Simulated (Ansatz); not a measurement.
# NaGeF3 (model cell, started as cubic perovskite with Ge in the octahedra): phonons and vibrational spectra

Aim: the vibrations of NaGeF3 (model cell, started as cubic perovskite with Ge in the octahedra), their spectra, and whether the structure is stable.

Main program and level: Ansatz 0.2.0; DFT PBEsol, scalar-relativistic, plane waves, PAW; PAW set soft_1.

Report form: the programs' logs are mostly left out.

The structure was built from a prototype and need not be the compound's stable phase.

**1. The starting structure**

Symmetry: Pm-3m, No. 221, cubic system. Conventional cell: a = 4.371 Å, b = 4.371 Å, c = 4.371 Å, α = 90.00°, β = 90.00°, γ = 90.00°. Nearest to Na lie 12 F at 3.09 Å. Nearest to Ge lie 6 F at 2.19 Å. Nearest to F lie 2 Ge at 2.19 Å. Farther neighbours and most contacts between anions are not listed.

**2. Bringing the structure to rest**

The cell and atoms are relaxed, since residual forces and stress would shift the frequencies.

Contents of input.yaml:

```yaml
crystal:
  lattice:
    - [4.3708, 0.0, 0.0]
    - [0.0, 4.3708, 0.0]
    - [0.0, 0.0, 4.3708]
  atoms:
    - { symbol: Na, position: [0.0, 0.0, 0.0] }
    - { symbol: Ge, position: [0.5, 0.5, 0.5] }
    - { symbol: F, position: [0.5, 0.5, 0.0] }
    - { symbol: F, position: [0.5, 0.0, 0.5] }
    - { symbol: F, position: [0.0, 0.5, 0.5] }
kpoints:
  mp_grid: { grid: [6, 6, 6] }
hamiltonian:
  xc: pbesol
  pseudopotentials: { kind: paw, azcp: { folder: soft_1 }, xc_functional: pbe }
scf:
  occupations: { method: gaussian, width: 0.02 }
output:
  forces: true
  stress: true
  eigenvalues: true
  write_density: true
  write_potential: true
  elf: true
  volumetric_format: npy
relax:
  adjacent_minimum: "off"
  f_tol: 0.005
  max_steps: 80
  cell: { stress_tol: 0.05 }
```

Started as:

```bash
ansatz run input.yaml --threads 8 --pin off --max-ram 16384MiB --backend cpu --events-out ev --progress --plain --runs-dir out
```

The job ended after 3.5 s (8 threads of Arm Neoverse V1, shared host; peak memory 0.45 GiB).

Step by step:

```
step  energy less that of the first step (eV)  largest force component (eV/Å)  pressure (GPa)  volume (Å³)
   1                                   0.0000                          0.0000           -1.11        83.50
   2                                  -0.0074                          0.0000           -0.29        82.30
   3                                  -0.0085                          0.0000            0.01        81.89
  4*                                  -0.0062                          0.0000           -0.06        81.89
   5                                  -0.0064                          0.0000            0.00        81.81
  6*                                  -0.0064                          0.0000            0.00        81.81
```

Relaxation steps marked * repeat the geometry before them on a plane-wave basis chosen anew for their cell, so energy and pressure can jump there.

The run keeps the 48 symmetry operations that it works with, so distortions that break them were not tested.

```csv
"conventional cell, symmetrised",before,after,change
a (Å),4.371,4.341,-0.7 %
b (Å),4.371,4.341,-0.7 %
c (Å),4.371,4.341,-0.7 %
volume (Å³/atom),16.70,16.36,-2.0 %
```

The relaxed structure:

```xyz
5
Lattice="4.3411 0.0000 0.0000 0.0000 4.3411 0.0000 0.0000 0.0000 4.3411" Properties=species:S:1:pos:R:3 pbc="T T T"
Na    0.0000    0.0000    0.0000
Ge    2.1705    2.1705    2.1705
F     2.1705    2.1705    0.0000
F     2.1705    0.0000    2.1705
F     0.0000    2.1705    2.1705
```

Numbers from this step:

| Quantity | Value |
| --- | --- |
| pressure | -0.002369 GPa |
| gap on the k-mesh | 1.304 eV |
| volume per atom | 16.36 Å³ |
| direct gap on mesh | 1.788 eV |

Electrostatic potential energy in the ac plane at fractional y = 0.500, with atoms of Ge and F within 0.2 Å of it. With pseudopotentials it is smooth inside the atoms' cores, unlike the true potential.

Values in eV, 14 rows by 14 columns, each cell a mean:
```
  8   8   8   8   7 -14 -35 -39 -30  -3   8   8   8   8
  8   8   8   8   8   1 -15 -21 -10   5   8   8   8   8
  8   8   8   8   7   5   3   2   4   6   7   8   8   8
  8   8   8   7   4   0  -4  -6  -3   2   5   7   8   8
 -7   0   7   5   0 -11 -17 -18 -16  -7   2   6   5  -3
-35 -25  -1   2  -8 -18 -17 -16 -18 -16  -3   4 -10 -30
-41 -36  -9   1 -11 -18 -15 -15 -16 -18  -6   2 -21 -39
-39 -30  -5   2  -9 -18 -16 -15 -17 -17  -4   3 -15 -35
-20  -9   5   4  -3 -15 -18 -18 -18 -11   0   5   1 -14
  7   8   7   6   3  -3  -9 -11  -8   0   4   7   8   7
  8   8   8   7   6   4   2   1   2   5   7   8   8   8
  8   8   8   8   7   5  -5  -9  -1   7   8   8   8   8
  8   8   8   8   8  -9 -30 -36 -25   0   8   8   8   8
  8   8   8   8   7 -20 -39 -41 -35  -7   8   8   8   8
```
Columns run along a (4.3 Å; values clipped at the 3rd and 97th percentile), rows up along c (4.3 Å). Atoms in or near the plane, at fractional coordinates: Ge at (0.50, 0.50), F at (0.50, 0.00), F at (0.00, 0.50).

Valence density in the ac plane at fractional y = 0.500, with atoms of Ge and F within 0.2 Å of it. It is the smooth field of the valence electrons, not physical close to the nuclei.

Values in e/Å³, 14 rows by 14 columns, each cell a mean:
```
 0  0  0  0  0  2  6  9  5  1  0  0  0  0
 0  0  0  0  0  1  2  3  2  1  0  0  0  0
 0  0  0  0  0  0  1  1  0  0  0  0  0  0
 0  0  0  0  0  0  0  0  0  0  0  0  0  0
 1  1  0  0  0  1  1  2  1  0  0  0  1  1
 7  4  1  0  0  2  9 15  6  1  0  0  2  5
13  7  1  0  1  4 22 38 15  2  0  1  3  9
 9  5  1  0  0  3 13 22  9  1  0  1  2  6
 3  2  1  0  0  1  3  4  2  1  0  0  1  2
 0  0  0  0  0  0  0  1  0  0  0  0  0  0
 0  0  0  0  0  0  0  0  0  0  0  0  0  0
 0  0  0  0  0  1  1  1  1  0  0  0  0  0
 0  0  0  0  0  2  5  7  4  1  0  0  0  0
 0  0  0  0  0  3  9 13  7  1  0  0  0  0
```
Columns run along a (4.3 Å), rows up along c (4.3 Å). Atoms in or near the plane, at fractional coordinates: Ge at (0.50, 0.50), F at (0.50, 0.00), F at (0.00, 0.50).

ELF in the ac plane at fractional y = 0.500, with atoms of Ge and F within 0.2 Å of it. It is the smooth field of the valence electrons, not physical close to the nuclei.

Values, 14 rows by 14 columns, each cell a mean:
```
0.01 0.01 0.06 0.28 0.61 0.78 0.74 0.67 0.77 0.75 0.50 0.18 0.03 0.01
0.04 0.02 0.03 0.12 0.38 0.65 0.74 0.75 0.72 0.56 0.28 0.07 0.02 0.03
0.23 0.14 0.04 0.05 0.12 0.27 0.38 0.41 0.35 0.21 0.09 0.03 0.07 0.18
0.57 0.44 0.18 0.08 0.16 0.25 0.29 0.30 0.28 0.22 0.12 0.09 0.28 0.50
0.78 0.71 0.41 0.17 0.29 0.45 0.45 0.43 0.46 0.41 0.22 0.21 0.56 0.75
0.74 0.77 0.61 0.26 0.36 0.45 0.35 0.35 0.37 0.46 0.28 0.35 0.72 0.77
0.55 0.72 0.68 0.31 0.37 0.39 0.40 0.69 0.35 0.43 0.30 0.41 0.75 0.67
0.68 0.76 0.64 0.28 0.36 0.42 0.34 0.40 0.35 0.45 0.29 0.38 0.74 0.74
0.80 0.76 0.50 0.21 0.32 0.48 0.42 0.39 0.45 0.45 0.25 0.27 0.65 0.78
0.67 0.56 0.25 0.11 0.20 0.32 0.36 0.37 0.36 0.29 0.16 0.12 0.38 0.61
0.35 0.23 0.07 0.05 0.11 0.21 0.28 0.31 0.26 0.17 0.08 0.05 0.12 0.28
0.08 0.04 0.02 0.07 0.25 0.50 0.64 0.68 0.61 0.41 0.18 0.04 0.03 0.06
0.01 0.01 0.04 0.23 0.56 0.76 0.76 0.72 0.77 0.71 0.44 0.14 0.02 0.01
0.01 0.01 0.08 0.35 0.67 0.80 0.68 0.55 0.74 0.78 0.57 0.23 0.04 0.01
```
Columns run along a (4.3 Å), rows up along c (4.3 Å). Atoms in or near the plane, at fractional coordinates: Ge at (0.50, 0.50), F at (0.50, 0.00), F at (0.00, 0.50).

In this step the volume went from 16.70 to 16.36 Å³/atom.

**3. Relaxing to small forces for the phonons, k-mesh 8×8×8**

Phonons need a cell at rest on their own settings, so the relaxation is repeated with tight tolerances on forces and stress on the k mesh and occupations of the first response run.

Contents of input.yaml:

```yaml
crystal:
  lattice:
    - [4.3410907473, 0.0, 0.0]
    - [0.0, 4.3410907473, 0.0]
    - [0.0, 0.0, 4.3410907473]
  atoms:
    - { symbol: Na, position: [0.0, 0.0, 0.0] }
    - { symbol: Ge, position: [0.5, 0.5, 0.5] }
    - { symbol: F, position: [0.5, 0.5, 0.0] }
    - { symbol: F, position: [0.5, 0.0, 0.5] }
    - { symbol: F, position: [0.0, 0.5, 0.5] }
kpoints:
  mp_grid: { grid: [8, 8, 8] }
hamiltonian:
  xc: pbesol
  pseudopotentials: { kind: paw, azcp: { folder: soft_1 }, xc_functional: pbe }
scf:
  occupations: { method: fixed }
output:
  forces: true
  stress: true
  eigenvalues: true
relax:
  adjacent_minimum: "off"
  f_tol: 0.001
  max_steps: 60
  cell: { stress_tol: 0.01 }
```

Elapsed: 2.5 s, on 8 threads; peak memory 0.48 GiB.

Little changed from the start: no atom moved by 0.005 Å and no cell edge by 0.1 %.

Numbers from this step:

| Quantity | Value |
| --- | --- |
| pressure | -0.006409 GPa |
| gap on the k-mesh | 1.303 eV |
| direct gap on mesh | 1.787 eV |

The forces vanish by symmetry and the pressure is -0.006 GPa, within the tolerances set. The cell now holds 16.36 Å³/atom.

**4. A first phonon run**

The phonons are first tried on the mesh that the gap suggested.

input.yaml, the sections that differ from step 3:

```yaml
crystal:
  lattice:
    - [4.3407137908, 0.0, 0.0]
    - [0.0, 4.3407137908, 0.0]
    - [0.0, 0.0, 4.3407137908]
  atoms:
    - { symbol: Na, position: [0.0, 0.0, 0.0] }
    - { symbol: Ge, position: [0.5, 0.5, 0.5] }
    - { symbol: F, position: [0.5, 0.5, 0.0] }
    - { symbol: F, position: [0.5, 0.0, 0.5] }
    - { symbol: F, position: [0.0, 0.5, 0.5] }
output:
  eigenvalues: true
phonons:
  method: dfpt
  dielectric: true
  rigid_motions: translations
# kpoints, hamiltonian, scf: as in step 3
# relax: removed
```

The job ended after 46 s (8 threads; peak memory 1.7 GiB).

Numbers from this step:

* sum-rule residual before enforcement: 3.05e-4 eV/Å²
* miss of the charge sum rule: 0.001916 e
* estimated error of the dielectric tensor: 0.01107
* estimated error of the Born charges: 0.02189 e
* point group: m-3m
* highest optical mode at the zone centre (no LO-TO term): 144.7 cm⁻¹
* lowest optical zone-centre mode: -237.9 cm⁻¹
* mean high-frequency dielectric constant: 3.661
* largest Born charge (third of the trace): 3.677 e
* top of the zone-centre spectrum with the field: 391.5 cm⁻¹

The highest optical mode at Γ without the field comes at 144.7 cm⁻¹, but the log warns of the mesh: “the force constants stand on the 8×8×8 k-mesh, whose period is 12.68 times the interband length at k = (-0.5000, -0.5000, -0.5000), direct gap 1.787 eV, under 14: take them and everything formed from them as unconverged”.

**5. Relaxing to small forces for the phonons, k-mesh 12×12×12**

The k mesh is raised to 12×12×12 since a zone-centre run on the first mesh warned that it was too coarse for the force constants, and the cell is relaxed again on it.

input.yaml, the sections that differ from step 4:

```yaml
kpoints:
  mp_grid: { grid: [12, 12, 12] }
output:
  forces: true
  stress: true
  eigenvalues: true
  write_density: true
  write_potential: true
  elf: true
  volumetric_format: npy
relax:
  adjacent_minimum: "off"
  f_tol: 0.001
  max_steps: 60
  cell: { stress_tol: 0.01 }
# crystal, hamiltonian, scf: as in step 4
# phonons: removed
```

It took 4.1 s on 8 threads; peak memory 0.54 GiB.

Little changed from the start: no atom moved by 0.005 Å and no cell edge by 0.1 %.

This step gave:

| Item | Value |
| --- | --- |
| pressure | -0.009688 GPa |
| direct gap on mesh | 1.788 eV |

The forces vanish by symmetry and the pressure is -0.010 GPa, within the tolerances set. The cell now holds 16.36 Å³/atom.

**6. Zone-centre response**

The zone centre comes first: it holds the modes that light can see, as far as symmetry allows. The response to a homogeneous field gives the Born charges and the dielectric tensor.

input.yaml, the sections that differ from step 5:

```yaml
output:
  eigenvalues: true
phonons:
  method: dfpt
  dielectric: true
  rigid_motions: translations
# crystal, kpoints, hamiltonian, scf: as in step 5
# relax: removed
```

The job ended after 1.9 min (8 threads; peak memory 4.3 GiB; 14 min of CPU time).

Numbers from this step:

```yaml
sum_rule_residual_before_enforcement: 2.86e-4 eV/Å²
miss_of_the_charge_sum_rule: 0.001338 e
estimated_error_of_the_dielectric_tensor: 0.009423
estimated_error_of_the_born_charges: 0.02052 e
highest_optical_mode_at_the_zone_centre_no_lo_to_term: 144.9 cm⁻¹
lowest_optical_zone_centre_mode: -237.6 cm⁻¹
mean_high_frequency_dielectric_constant: 3.662
```

Without the LO-TO term. Patterns of degenerate modes are one choice out of their space. The modes at Γ (shares of kinetic energy by element, %) (negative means imaginary):

```csv
mode,frequency (cm⁻¹),symmetry,Na %,Ge %,F %
1,-237.6,T1u,0,5,95
2,-237.6,T1u,0,5,95
3,-237.6,T1u,0,5,95
4,-112.7,T1u,69,0,31
5,-112.7,T1u,69,0,31
6,-112.7,T1u,69,0,31
7,-56.8,T2u,0,0,100
8,-56.8,T2u,0,0,100
9,-56.8,T2u,0,0,100
10,0.0,acoustic,15,48,37
11,0.0,acoustic,15,48,37
12,0.0,acoustic,15,48,37
13,144.9,T1u,15,47,37
14,144.9,T1u,15,47,37
15,144.9,T1u,15,47,37
```

Displacements in mode 2 (-237.6 cm⁻¹), the largest set to 1:
```
Na1  0.06  0.00  0.00
Ge2 -0.13  0.00  0.00
F3  -0.29  0.00  0.00
F4  -0.29  0.00  0.00
F5   1.00  0.00  0.00
```

Displacements in mode 4 (-112.7 cm⁻¹), the largest set to 1:
```
Na1  1.00  0.01  0.04
Ge2  0.01  0.00  0.00
F3  -0.46 -0.01 -0.01
F4  -0.46  0.00 -0.02
F5  -0.34 -0.01 -0.02
```

Optical modes at the zone centre, without and with the macroscopic field of the longitudinal modes; each column is sorted by frequency, so a row need not hold one and the same mode. Modes with and without the field, by row:

```
rank among optical modes  no field (cm⁻¹)  q along (1, 0, 0) (cm⁻¹)
                       1           -237.6                    -237.6
                       2           -237.6                    -237.6
                       3           -237.6                      -167
                       4           -112.7                    -112.7
                       5           -112.7                    -112.7
                       6           -112.7                     -56.8
                       7            -56.8                     -56.8
                       8            -56.8                     -56.8
                       9            -56.8                     116.6
                      10            144.9                     144.9
                      11            144.9                     144.9
                      12            144.9                     391.5
```

Born charge (rows field, columns displacement) (e), principal values of the symmetric part by kind of site:

| atom | atoms with these values | low | middle | high | mean |
| --- | --- | --- | --- | --- | --- |
| Na1 | 1 | 1.22 | 1.22 | 1.22 | 1.22 |
| Ge2 | 1 | 3.68 | 3.68 | 3.68 | 3.68 |
| F3 | 3 | -4.07 | -0.42 | -0.42 | -1.63 |

In full for F3:

```
-0.42  0.00  0.00
 0.00 -0.42  0.00
 0.00  0.00 -4.07
```

High-frequency dielectric tensor:

```
3.66 0.00 0.00
0.00 3.66 0.00
0.00 0.00 3.66
```

Transverse modes; imaginary modes are left out. Infrared lines, with heights relative to the strongest:

```
position (cm⁻¹)  label  relative intensity
            145    T1u                 100
```

Before it was imposed, the acoustic sum rule was missed by 2.9e-4 eV/Å² and the charge sum rule by 0.0013 e. Small misses are needed for a sound result but don't prove that mesh and cutoff are converged. Against the first mesh the highest mode moved by +0.1 cm⁻¹. The lowest optical mode is imaginary, 237.6i cm⁻¹, so the energy falls along it.

(Continued in part 2 of 2.)

[Logs are printed without paths, hosts, clocks, repeated set-up lines and the standing remarks that a program may print on its own settings, such as how far it seeks lower states.]

[Hosts, paths, dates, database ids (printed as entryN), source tags and the programs' standing remarks are cut or masked in the printed files.]
